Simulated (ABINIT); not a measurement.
An input for ABINIT 10.8.3 (WSe2 (P6_3/mmc)):

```
acell 3*1.0 Angstrom
rprim 
  3.290000000028 -0.000000000007 0.000000000000
  -1.645000000008 2.849223578479 0.000000000000
  0.000000000000 0.000000000000 12.970000000000
ntypat 2
znucl 74 34
natom 6
typat 1 1 2 2 2 2
xred 
  0.333333333333 0.666666666667 0.250000000000
  0.666666666667 0.333333333333 0.750000000000
  0.333333333333 0.666666666667 0.621000000000
  0.666666666667 0.333333333333 0.121000000000
  0.333333333333 0.666666666667 0.879000000000
  0.666666666667 0.333333333333 0.379000000000
pp_dirpath "pseudos"
pseudos "W.upf, Se.upf"
ecut 58
ngkpt 3 3 1
nshiftk 1
shiftk 0 0 0
kptopt 1
chksymbreak 0
istwfk *1
occopt 1
irdwfk 1
optdriver 4
nband 620
gwcalctyp 0
ecutsigx 58
symsigma 1
nkptgw 2
kptgw 
  0.0000000000 0.0000000000 0.0000000000
  0.3333333333 0.3333333333 0.0000000000
bdgw 
  61 64
  61 64
ecuteps 7.4
irdscr 1
ppmodel 1
indata_prefix "in"
outdata_prefix "out"
tmpdata_prefix "tmp"
```

The database entry behind the starting cell differs from later determinations by our own check (a about 0.2 % long), so it need not match the best structure at ambient conditions.

```sh
OMP_NUM_THREADS=1 mpirun -n 4 abinit run.abi > log
```

How long will it take on 4 MPI ranks of Arm Neoverse V1, shared host, and how much memory?

It took 2.2 min; on shared hardware allow 67 s to 4.5 min. Peak host memory was 3.7 GiB.

[Paths, hosts, dates, memory and timing lines, banners, echoed tables and standing remarks are left out of the program output.]

[Logs are printed without paths, hosts, clocks, repeated set-up lines and the standing remarks that a program may print on its own settings, such as how far it seeks lower states.]

[Runs of the session that timed out or met a known fault of the program may be left out.]

[Hosts, paths, dates, database ids (printed as entryN), source tags and the programs' standing remarks are cut or masked in the printed files.]

[G0W0 gaps are taken among the corrected bands and points alone; a level outside them can change the order at an edge.]

[Where Ansatz stands beside ABINIT at settings called matched, ABINIT's density can come from a denser mesh and the files from another edition; pairs whose starting gaps differed by over 0.03 eV were left out, so agreement reads better than it is.]
